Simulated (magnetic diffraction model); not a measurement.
# Magnetic neutron pattern of Nd3SnPt3

Space group Cmcm (no. 63), a = 4.5080 Å, b = 10.5490 Å, c = 13.9050 Å.

| site | atom | x | y | z |
| --- | --- | --- | --- | --- |
| 4c | Pt | 0 | 0.2048 | 3/4 |
| 8f | Pt | 0 | 0.0821 | 0.9017 |
| 4c | Nd | 0 | 0.4962 | 3/4 |
| 8f | Nd | 1/2 | 0.2910 | 0.9018 |
| 4b | Sn | 1/2 | 0 | 0 |

The compound is invented for this exercise: a known structure type with other elements, its cell scaled to their sizes and not relaxed.

Only Nd is taken to order (form factors of Nd3+); orders and moment sizes are assumed, and not adapted to the symmetry. Radiation: neutrons of λ = 2.52 Å, 1.5° to 60°; isotropic B of 0.2 Å² (Pt), 0.3 Å² (Nd) and 0.35 Å² (Sn). The intensities are simulated: I ∝ L Σ (|F_N|² + |F_M⊥|²) for unpolarised neutrons, with F_M = 2.695 fm/μB × Σ f(s) S exp(2πi Q·r) exp(−B s²) at Q = H ± k (one set where k and −k are equivalent), only the part normal to Q counting and L = 1/(sin²θ cos θ). For collinear order S is the moment m, which repeats by lattice and centring translations R with the sign exp(−2πi k·R). Form factors are spin-only for 3d ions and dipole or tabulated for f ions, scattering lengths are Sears's of 1992, and absorption is left out. A label names one of the reflections at its angle. The strongest nuclear line in the range is 100, and lines under 0.2 are left out.

Assume the order k = (1 0 0), collinear moments along [111], 3.1 μB on Nd; signs + at (0, 0.4962, 3/4), − at (1/2, 0.0038, 1/4), + at (1/2, 0.2910, 0.9018), + at (0, 0.2090, 0.0982), + at (1/2, 0.2910, 0.5982), + at (0, 0.2090, 0.4018).

Q: Where does magnetic intensity appear, and how strong is it?

```tsv
2θ (°)	index	nuclear	magnetic
13.72	(0 1 0)	0.0	101.8
17.25	(0 1 1)	0.0	2.0
25.07	(0 1 2)	0.0	13.2
27.64	(0 2 0)	0.6	0.0
29.61	(0 2 1)	21.0	0.0
32.46	(1 0 0)	0.0	5.5
34.17	(1 0 1)	0.0	12.5
34.55	(0 1 3)	0.0	1.1
34.90	(0 2 2)	4.6	0.0
35.39	(1 1 0)	13.4	0.0
36.98	(1 1 1)	11.1	0.0
38.92	(1 0 2)	0.0	6.3
41.45	(1 1 2)	7.0	0.0
41.99	(0 3 0)	0.0	7.0
42.43	(0 2 3)	1.5	0.0
42.50	(0 0 4)	0.7	0.0
43.15	(1 2 0)	0.0	10.7
43.38	(0 3 1)	0.0	2.8
44.50	(1 2 1)	0.0	10.1
44.87	(0 1 4)	0.0	8.6
45.90	(1 0 3)	0.0	14.7
47.35	(0 3 2)	0.0	4.1
48.13	(1 1 3)	37.1	0.0
48.40	(1 2 2)	0.0	8.6
51.46	(0 2 4)	5.6	0.0
53.46	(0 3 3)	0.0	4.4
54.06	(1 3 0)	70.6	0.0
54.42	(1 2 3)	0.0	15.8
54.48	(1 0 4)	0.0	2.5
55.21	(1 3 1)	19.0	0.0
56.46	(1 1 4)	100.0	0.0
57.08	(0 4 0)	9.2	0.0
58.19	(0 4 1)	4.1	0.0
58.58	(1 3 2)	3.5	0.0
```

The strongest magnetic line in the range is (0 1 0) at 13.72° (101.8). On top of the Lorentz factor, which all lines share, magnetic lines fade with angle because f falls: for Nd3+ it is 0.98, 0.90, 0.79 and 0.54 at sin θ/λ = 0.1, 0.2, 0.3 and 0.5 Å⁻¹, while nuclear lengths stay constant. The order has no net moment.

[Logs are printed without paths, hosts, clocks, repeated set-up lines and the standing remarks that a program may print on its own settings, such as how far it seeks lower states.]
